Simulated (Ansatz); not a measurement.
## BeC2 (built on the sites of a database entry of BaC2): phonons and vibrational spectra

Aim: the phonons of BeC2 (built on the sites of a database entry of BaC2) at a cell relaxed beforehand at this level. After the zone centre comes a 4×4×4 q mesh on a 12×12×12 k mesh.

Main program and level: Ansatz 0.2.0; DFT PBE+D4, scalar-relativistic, plane waves, PAW.

The structure was built from a prototype and need not be the compound's stable phase.

**1. The structure**

Symmetry: I4/mmm, No. 139, tetragonal system. The conventional cell has a = 3.659 Å, b = 3.659 Å, c = 4.640 Å, α = 90.00°, β = 90.00°, γ = 90.00°. Be has 2 C at 1.70 Å nearest. C has 1 C at 1.25 Å and 1 Be at 1.70 Å nearest. Farther neighbours are not listed.

As a file:

```cif
data_structure
_symmetry_space_group_name_H-M 'I4/mmm'
_symmetry_Int_Tables_number 139
_cell_length_a 3.6586
_cell_length_b 3.6586
_cell_length_c 4.6397
_cell_angle_alpha 90.000
_cell_angle_beta 90.000
_cell_angle_gamma 90.000
_cell_volume 62.11
loop_
_atom_site_label
_atom_site_type_symbol
_atom_site_symmetry_multiplicity
_atom_site_Wyckoff_symbol
_atom_site_fract_x
_atom_site_fract_y
_atom_site_fract_z
_atom_site_occupancy
Be1 Be 2 a 0.00000 0.00000 0.00000 1
C1 C 4 e 0.00000 0.00000 0.63445 1
```

**2. Modes at Γ**

The cell comes from relaxations at this level that are not shown. The zone centre comes first: it holds the modes that light can see, as far as symmetry allows. The response to a homogeneous field gives the Born charges and the dielectric tensor, and its change with displacement the Raman tensors.

File input.yaml:

```yaml
crystal:
  lattice:
    - [-1.8293136088, 1.8293136088, 2.3198747691]
    - [1.8293136088, -1.8293136088, 2.3198747691]
    - [1.8293136088, 1.8293136088, -2.3198747691]
  atoms:
    - { symbol: Be, position: [0.0, 0.0, 0.0] }
    - { symbol: C, position: [0.634445879, 0.634445879, 0.0] }
    - { symbol: C, position: [0.365554121, 0.365554121, 0.0] }
kpoints:
  mp_grid: { grid: [12, 12, 12] }
hamiltonian:
  xc: pbe
  dispersion: d4
scf:
  occupations: { method: fixed }
output:
  eigenvalues: true
phonons:
  method: dfpt
  dielectric: true
  rigid_motions: translations
  raman: true
```

Launch:

```bash
ansatz run input.yaml --threads 4 --pin off --max-ram 7168MiB --backend cpu --events-out ev --progress --plain --runs-dir out
```

Numbers of over 12 decimals in the logs are rounded to 6 here.

Output:

```text
Engine: ansatz 0.2.0, aarch64-unknown-linux-gnu
Pseudopotentials: kind: paw
Pseudopotential: Be, paw, valence charge 2, recommended cutoff 420 eV (normal), Be.paw.azcp
Pseudopotential: C, paw, valence charge 4, recommended cutoff 420 eV (normal), C.paw.azcp
Functional definition: PBE
  parameter kappa = 0.804
  parameter beta = 0.066725
  exchange = pbe_x(kappa = kappa, mu = beta*pi^2/3)
  correlation = pbe_c(beta = beta)
Crystal: 3 atoms, lattice volume = 31.053 Å³
Basis set: ecut = 420 eV, 603 PW (Γ), exchange–correlation on 48×48×48 points (8 copies of the dense FFT grid, shifted against one another)
Bands: 9, of which v1, the nominal top of the filled ones, is band 5 counted from 1 (4 counted from 0)
Symmetry: 16 space group operations
k-points: 476 of 1728 (irreducible under 2 space group operations, time reversal used)
Non-local potential: Be, projectors of the file, l = 0: 2, l = 1: 2, l = 2: 1
Non-local potential: C, projectors of the file, l = 0: 2, l = 1: 2, l = 2: 1
PAW form: soft (Blöchl's): semilocal exchange-correlation on the pseudo side does not see the compensation charge
PAW one-centre angular grid: Be, 110 points (default); XC on 64 Gauss nodes
PAW one-centre angular grid: C, 110 points (default); XC on 64 Gauss nodes
Initial density: superposition of atomic densities (neutral atoms: chi_scale 0, normalization atom), corrected by the library's trained network
Initial wavefunctions: pseudopotential atomic-orbital guess
Functional: x = pbe(κ = 0.804, μ = 0.219515), c = pbe(β = 0.066725)
SCF iter   1: F=—  HF=-592.702696 eV  |F-HF|=—  |Δ(HF+E_count)|=         —  Δρ=4.75e-3  dr2=5.43e-3  ethr=1.77e-3  ⟨swp⟩=5.1  Hψ=27626  notcnv=0  defer=883
preconditioner: auto → none  [insulator: Δε(μ)=2.397 eV  Ē_g=11.911 eV  n_scr=8 (ndim 8)  ℏωp=21.1 eV  f_vac=0.000  ε∞_Penn≈4.1]
SCF iter   2: F=—  HF=-592.704208 eV  |F-HF|=—  |Δ(HF+E_count)|=   1.51e-3  Δρ=2.13e-3  dr2=1.09e-3  ethr=5.43e-5  ⟨swp⟩=2.5  Hψ=10422  notcnv=0  defer=952
SCF iter   3: F=—  HF=-592.705035 eV  |F-HF|=—  |Δ(HF+E_count)|=   8.28e-4  Δρ=4.13e-4  dr2=7.00e-5  ethr=1.09e-5  ⟨swp⟩=2.0  Hψ=7140  notcnv=0  defer=952
SCF iter   4: F=—  HF=-592.705021 eV  |F-HF|=—  |Δ(HF+E_count)|=   1.45e-5  Δρ=1.17e-4  dr2=2.87e-6  ethr=7.00e-7  ⟨swp⟩=2.2  Hψ=6314  notcnv=0  defer=200
SCF iter   5: F=—  HF=-592.705025 eV  |F-HF|=—  |Δ(HF+E_count)|=   4.14e-6  Δρ=2.48e-5  dr2=1.65e-7  ethr=2.87e-8  ⟨swp⟩=2.1  Hψ=6471  notcnv=0
SCF iter   6: F=—  HF=-592.705025 eV  |F-HF|=—  |Δ(HF+E_count)|=   2.86e-8  Δρ=4.41e-6  dr2=3.31e-9  ethr=1.65e-9  ⟨swp⟩=2.6  Hψ=6555  notcnv=0
SCF iter   7: F=-592.705025 eV  HF=-592.705025 eV  |F-HF|=1.73e-11  |Δ(HF+E_count)|=   2.41e-9  Δρ=4.58e-7  dr2=4.01e-11  ethr=1.00e-12  ⟨swp⟩=6.0  Hψ=28237  notcnv=0
SCF 1 converged in 7 iterations: F = -592.705025 eV  dr2 = 4.01e-11
  greatest PAW one-centre occupation: 0.714 electrons in one spin orbital (limit 2), on the C atom at site 2 (counted from 0), in its partial waves of l = 0
NSCF: frozen V_eff on 2 k-points
DFPT response loops at Γ: preconditioner auto → none (the input reference at scf.mixing.eps_inf says where Resta's filter doesn't serve); β = 0.50; Broyden in place of MSR1
── the response to a field inside a basis, on 12×12×12 k-points: an SCF that follows is theirs, and a resumed run solves both again ──
Bands: 6, of which v1, the nominal top of the filled ones, is band 5 counted from 1 (4 counted from 0)
k-points: 159
Initial density: handed on by an earlier stage of this run
Initial wavefunctions: pseudopotential atomic-orbital guess (no wavefunctions were taken with the density)
Eigensolver: Dense (159 Hₖ)
SCF iter   1: F=—  HF=-592.708305 eV  |F-HF|=—  |Δ(HF+E_count)|=         —  Δρ=3.60e-4  dr2=5.94e-6  ethr=1.00e-1
preconditioner: auto → none  [insulator: Δε(μ)=2.523 eV  Ē_g=9.223 eV  n_scr=8 (ndim 8)  ℏωp=21.1 eV  f_vac=0.000  ε∞_Penn≈6.2]
SCF iter   2: F=—  HF=-592.708313 eV  |F-HF|=—  |Δ(HF+E_count)|=   8.22e-6  Δρ=1.78e-4  dr2=1.34e-6  ethr=5.94e-8
SCF iter   3: F=—  HF=-592.708317 eV  |F-HF|=—  |Δ(HF+E_count)|=   3.12e-6  Δρ=3.19e-5  dr2=1.57e-7  ethr=1.34e-8
SCF iter   4: F=—  HF=-592.708317 eV  |F-HF|=—  |Δ(HF+E_count)|=   2.84e-8  Δρ=3.29e-6  dr2=9.50e-10  ethr=1.57e-9
SCF iter   5: F=-592.708317 eV  HF=-592.708317 eV  |F-HF|=5.34e-12  |Δ(HF+E_count)|=   1.06e-9  Δρ=2.13e-7  dr2=4.63e-12  ethr=9.50e-12
SCF 1 converged in 5 iterations: F = -592.708317 eV  dr2 = 4.63e-12
  greatest PAW one-centre occupation: 0.714 electrons in one spin orbital (limit 2), on the C atom at site 1 (counted from 0), in its partial waves of l = 0
DFPT response loops at Γ: mixed as the last ones told, above
DFPT response loops at Γ: mixed as the last ones told, above
SCF converged after 7 iterations
Free energy (F): -592.705025 eV
Harris-Foulkes:  -592.705025 eV  (|F-HF|=1.73e-11)
Internal energy: -592.705025 eV  (E = F + TS)
E sigma→0 (E₀):  -592.705025 eV
Fermi energy:    3.686588 eV
--- Per-component energies (eV) ---
  E_band       = -14.956102
  E_kinetic    = 192.411354
  E_local      = -271.399664  (includes V_loc(G=0)·N_el)
  E_nonlocal   = 61.797769
  E_hartree    = 76.226350
  E_xc         = -113.182091
  E_vxc        = -136.077531  (∫ρ·V_xc dr)
  E_paw        = -257.557568  (= ΣΔE_a)
  E_vpaw       = -14.140741  (= ΣTr[D̂ρ^β])
  E_aug_tail   = 0.000012  (compensation charges beyond the density's cutoff)
  E_ewald      = -280.452863
  E_disp       = -0.548324  (pairwise vdW)
  E_smearing   = -0.000000  (= −TS)
  E_closure    = 0.000000  (closes the sum)
  Σ components = -592.705025   (vs F -592.705025, Δ=0.00e0)
--- Band table (eV; the first three rows and the last of 476) ---
  k-point 0: bands = ["-10.2407", "-0.6377", "0.0997", "3.6866", "3.6866", "7.9178", "7.9178", "11.5871", "11.5871"]
  k-point 1: bands = ["-10.1728", "-0.7238", "-0.0527", "3.6021", "3.6576", "7.7553", "8.2368", "11.0447", "11.4223"]
  k-point 2: bands = ["-9.9794", "-0.9297", "-0.4260", "3.2120", "3.5749", "7.3526", "9.0869", "10.5359", "11.1047"]
  k-point 475: bands = ["-8.6446", "-3.5067", "0.5489", "0.5489", "1.3456", "10.5809", "10.9175", "12.1189", "12.1189"]
--- Phonons (Γ-DFPT): 4 representative perturbations + reference, on 476 of 1728 k-points (Σ response iterations 12) ---
  k mesh reduced under 2 symmetry operations, with k and −k counted as one. Each operation leaves every solved perturbation unchanged. A smaller set is not considered because the run solves the response to a homogeneous field
  ASR residual: 3.653e-4 → 0.000e0 eV/Å²; symmetrization residual: 4.174e-7 eV/Å²
  pairwise dispersion correction: d4 (s6 = 1.0, s8 = 0.95948085, s9 = 1.0, a1 = 0.38574991, a2_bohr = 4.80688534), with the weights of each atom's references fixed at the reference crystal's, and the forces and stress that the weights' published response gives there kept as a pressure on the atom's counted neighbours (hamiltonian.dispersion)
  ASR residual per site (eV/Å²): 1.06e-4 3.65e-4 3.65e-4
  Γ frequencies (cm⁻¹): -389.60 -389.60 0.00 0.00 0.00 429.43 429.43 1098.11 1979.44
  ε∞ (high-frequency dielectric tensor):
        5.822034     0.000000     0.000000
        0.000000     5.822034    -0.000000
        0.000000    -0.000000     7.271701
  softest optical mode at Γ: -389.60 cm⁻¹; the repairs (sum rule, projections) moved no ω² at Γ by more than (2.90 cm⁻¹)²
  Born effective charges Z* (e; rows j = field, columns β = displacement):
    site 0:
         2.67095    0.00000    0.00000
        -0.00000    2.67095   -0.00000
        -0.00000   -0.00000    1.91133
    site 1:
        -1.33548   -0.00000    0.00000
        -0.00000   -1.33548   -0.00000
         0.00000   -0.00000   -0.95566
    site 2:
        -1.33548    0.00000   -0.00000
         0.00000   -1.33548    0.00000
        -0.00000    0.00000   -0.95566
  Z* charge neutrality: 5.938e-3 e pre-enforcement
  solved inside a basis spanned on kpoints, on 12×12×12 k-points transformed towards the longest dipole: ε∞ is read to err by 3.4e-2, Z* by 1.9e-2 e (field_mesh: kpoints solves on kpoints); Z* is corrected for what the basis lacks
  Raman tensors (in the event stream and the table raman_tensors.tsv): an entry may err by 1.8e0 Å², one of the second-order susceptibility by 1.6e-19 pm/V (basis, points and sum rule); their sum over the sites missed zero by 3.553e-15 Å² ahead of its enforcement
  optical modes at Γ without the LO–TO term, one row a degenerate level:
      ω (cm⁻¹)  modes    IR ((D/Å)²/amu)  static Raman (Å⁴/amu)  depolarisation
       -389.60      2            50.2283                 0.0000               —
        429.43      2             0.0000               914.2702           0.750
       1098.11      1            12.8605                 0.0000               —
       1979.44      1             0.0000             15516.7661           0.037
  optical modes at Γ + LO–TO along q̂ = [1.0000, 0.0000, 0.0000]:
      ω (cm⁻¹)  modes    IR ((D/Å)²/amu)  static Raman (Å⁴/amu)  depolarisation
       -389.60      1            25.1142                 0.0000               —
        380.12      1            25.1142                 0.0000               —
        429.43      2             0.0000               914.2702           0.750
       1098.11      1            12.8605                 0.0000               —
       1979.44      1             0.0000             15516.7661           0.037
  optical modes at Γ + LO–TO along q̂ = [0.0000, 1.0000, 0.0000]:
      ω (cm⁻¹)  modes    IR ((D/Å)²/amu)  static Raman (Å⁴/amu)  depolarisation
       -389.60      1            25.1142                 0.0000               —
        380.12      1            25.1142                 0.0000               —
        429.43      2             0.0000               914.2702           0.750
       1098.11      1            12.8605                 0.0000               —
       1979.44      1             0.0000             15516.7661           0.037
  optical modes at Γ + LO–TO along q̂ = [0.0000, 0.0000, 1.0000]:
      ω (cm⁻¹)  modes    IR ((D/Å)²/amu)  static Raman (Å⁴/amu)  depolarisation
       -389.60      2            50.2283                 0.0000               —
        429.43      2             0.0000               914.2702           0.750
       1152.09      1            12.8605                 0.0000               —
       1979.44      1             0.0000             15516.7661           0.037
```

Wall time 67 s (4 threads of Arm Neoverse V1, shared host); peak memory 0.87 GiB.

Numbers from this step:

```yaml
gap_on_the_k_mesh: 2.400 eV
volume_per_atom: 10.35 Å³
sum_rule_residual_before_enforcement: 3.65e-4 eV/Å²
miss_of_the_charge_sum_rule: 0.005938 e
estimated_error_of_the_dielectric_tensor: 0.03373
estimated_error_of_the_born_charges: 0.01943 e
point_group: 4/mmm
highest_optical_mode_at_the_zone_centre_no_lo_to_term: 1979 cm⁻¹
lowest_optical_zone_centre_mode: -389.6 cm⁻¹
mean_high_frequency_dielectric_constant: 6.305
largest_born_charge_third_of_the_trace: 2.418 e
top_of_the_zone_centre_spectrum_with_the_field: 1979 cm⁻¹
```

Without the LO-TO term. Patterns of degenerate modes are one choice out of their space. The modes at Γ (shares of kinetic energy by element, %) (negative means imaginary):

```tsv
mode	frequency (cm⁻¹)	symmetry	Be %	C %
1	-389.6	Eu	73	27
2	-389.6	Eu	73	27
3	0.0	acoustic	27	73
4	0.0	acoustic	27	73
5	0.0	acoustic	27	73
6	429.4	Eg	0	100
7	429.4	Eg	0	100
8	1098.1	A2u	73	27
9	1979.4	A1g	0	100
```

Displacements in mode 1 (-389.6 cm⁻¹), the largest set to 1:
```
Be1  0.00  1.00  0.00
C2   0.00 -0.38  0.00
C3   0.00 -0.38  0.00
```

Displacements in mode 9 (1979.4 cm⁻¹), the largest set to 1:
```
Be1  0.00  0.00  0.00
C2   0.00  0.00 -1.00
C3   0.00  0.00  1.00
```

Optical modes at the zone centre, without and with the macroscopic field of the longitudinal modes; each column is sorted by frequency, so a row need not hold one and the same mode. Modes with and without the field, by row:

```tsv
rank among optical modes	no field (cm⁻¹)	q along (1, 0, 0) (cm⁻¹)	q along (0, 0, 1) (cm⁻¹)
1	-389.6	-389.6	-389.6
2	-389.6	380.1	-389.6
3	429.4	429.4	429.4
4	429.4	429.4	429.4
5	1098	1098	1152
6	1979	1979	1979
```

Born charge (rows field, columns displacement) (e), principal values of the symmetric part by kind of site:

```tsv
atom	atoms with these values	low	middle	high	mean
Be1	1	1.91	2.67	2.67	2.42
C2	2	-1.34	-1.34	-0.96	-1.21
```

In full for C2:

```
-1.34  0.00  0.00
 0.00 -1.34  0.00
 0.00  0.00 -0.96
```

High-frequency dielectric tensor:

```
5.82 0.00 0.00
0.00 5.82 0.00
0.00 0.00 7.27
```

Transverse modes; imaginary modes are left out. Infrared lines, with heights relative to the strongest:

```tsv
position (cm⁻¹)	label	relative intensity
429	Eg	0.0
1098	A2u	100
1979	A1g	0.0
```

Activity x (w_L - w)^4 (n + 1)/w, 532 nm, 300 K; imaginary modes are left out; modes without the macroscopic field alone. Raman lines, with heights relative to the strongest:

```tsv
position (cm⁻¹)	label	relative intensity
429	Eg	44
1098	A2u	0.0
1979	A1g	100
```

Before it was imposed, the acoustic sum rule was missed by 3.7e-4 eV/Å² and the charge sum rule by 0.0059 e. Small misses are needed for a sound result but don't prove that mesh and cutoff are converged. The lowest optical mode is imaginary, 389.6i cm⁻¹, so the energy falls along it.

(Continued in part 2 of 2.)

[Logs are printed without paths, hosts, clocks, repeated set-up lines and the standing remarks that a program may print on its own settings, such as how far it seeks lower states.]

[Hosts, paths, dates, database ids (printed as entryN), source tags and the programs' standing remarks are cut or masked in the printed files.]
